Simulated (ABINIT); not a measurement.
# Calculated records

```
! title: Quasiparticle gap of SiC (Moissanite) in ABINIT
! method: RPA screening on LDA, plane waves, norm-conserving pseudopotentials (and 2 further levels or steps)
! program: ABINIT 10.8.3
! settings: cutoff 37 Ha, PseudoDojo scalar-relativistic 0.4.1 standard, norm-conserving, potential set dojo-sr-lda-0.4.1-standard, ngkpt (3, 3, 1), nband 289, ecuteps 4.8 Ha, inclvkb 2, shiftk (0, 0, 0), symchi 1, awtr 1, frequency ppm, 3×3×1 k-mesh
! notes: The program’s warnings: nproc spkpt=  >= nkpt= * nsppol=. The cell and positions come from the Crystallography Open Database and are kept as given unless a step says otherwise. Local fields lower the RPA ε∞ on this mesh from 10.90 to 9.99; a Γ-centred mesh this coarse tends to raise both, most where the direct gap is narrow, while a short band sum lowers them. The 3×3×1 mesh is coarse for this cell, which bears on the long-range parts of exchange and screening.
! LDA gap: 1.97 eV, indirect
! G0W0 gap on the mesh: 3.55 eV
! G0W0 gap over the zone (rigid shift): 2.77 eV
! GW settings: 3×3×1 mesh, 289 bands, screening to 130.6 eV, Godby-Needs plasmon pole
! known limits: short of the basis limit; coarse k mesh
CELL_PARAMETERS angstrom
3.08100 0.00000 0.00000
-1.54050 2.66822 0.00000
0.00000 0.00000 15.12480
ATOMIC_POSITIONS crystal
Si 0.00000 0.00000 0.00000
Si 0.00000 0.00000 0.50000
Si 0.33333 0.66667 0.16640
Si 0.66667 0.33333 0.66640
Si 0.66667 0.33333 0.33290
Si 0.33333 0.66667 0.83290
C 0.33333 0.66667 0.04120
C 0.66667 0.33333 0.54120
C 0.66667 0.33333 0.20800
C 0.33333 0.66667 0.70800
C 0.00000 0.00000 0.37460
C 0.00000 0.00000 0.87460
```

[Long decimals in the printed logs are rounded to 6 places.]

[Logs are printed without paths, hosts, clocks, repeated set-up lines and the standing remarks that a program may print on its own settings, such as how far it seeks lower states.]

[Paths, hosts, dates, memory and timing lines, banners, echoed tables and standing remarks are left out of the program output; an Ansatz launch command may be rebuilt from the run's recorded settings. Measured values are a selection of at most five: reports struck by readers or far from the other reports are left out. None is set beside runs whose start may be inverted or whose files or cutoffs have a known fault.]

[Runs of the session that timed out or met a known fault of the program may be left out.]

[Hosts, paths, dates, database ids (printed as entryN), source tags and the programs' standing remarks are cut or masked in the printed files.]

[G0W0 gaps are taken among the corrected bands and points alone; a level outside them can change the order at an edge.]

[Where Ansatz stands beside ABINIT at settings called matched, ABINIT's density can come from a denser mesh and the files from another edition; pairs whose starting gaps differed by over 0.03 eV were left out, so agreement reads better than it is.]
